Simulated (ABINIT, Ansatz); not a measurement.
An input for ABINIT 10.8.3 (PtS2 (P-3m1)):

```
acell 3*1.0 Angstrom
rprim 
  3.548742189349 0.000000000014 0.000000000000
  -1.774371094686 3.073300887451 0.000000000000
  0.000000000000 0.000000000000 5.597066540000
ntypat 2
znucl 78 16
natom 3
typat 1 2 2
xred 
  0.000000000000 0.000000000000 0.000000000000
  0.666666666667 0.333333333333 0.779664060000
  0.333333333333 0.666666666667 0.220335940000
pp_dirpath "pseudos"
pseudos "Pt.upf, S.upf"
ecut 34
ngkpt 6 6 4
nshiftk 1
shiftk 0 0 0
kptopt 1
chksymbreak 0
nband 20
occopt 1
tolvrs 1e-10
nstep 60
prtwf 0
optforces 0
optstress 0
indata_prefix "in"
outdata_prefix "out"
tmpdata_prefix "tmp"
```

```sh
OMP_NUM_THREADS=1 mpirun -n 4 abinit run.abi > log
```

**Question.** Estimate wall time and host memory on 4 MPI ranks of Arm Neoverse N1, shared host.

It took 37 s; on shared hardware allow 18 s to 74 s. Peak host memory was 0.32 GiB.

[Paths, hosts, dates, memory and timing lines, banners, echoed tables and standing remarks are left out of the program output.]

[Logs are printed without paths, hosts, clocks, repeated set-up lines and the standing remarks that a program may print on its own settings, such as how far it seeks lower states.]

[Runs of the session that timed out or met a known fault of the program may be left out.]

[Hosts, paths, dates, database ids (printed as entryN), source tags and the programs' standing remarks are cut or masked in the printed files.]

[G0W0 gaps are taken among the corrected bands and points alone; a level outside them can change the order at an edge.]

[Where Ansatz stands beside ABINIT at settings called matched, ABINIT's density can come from a denser mesh and the files from another edition; pairs whose starting gaps differed by over 0.03 eV were left out, so agreement reads better than it is.]
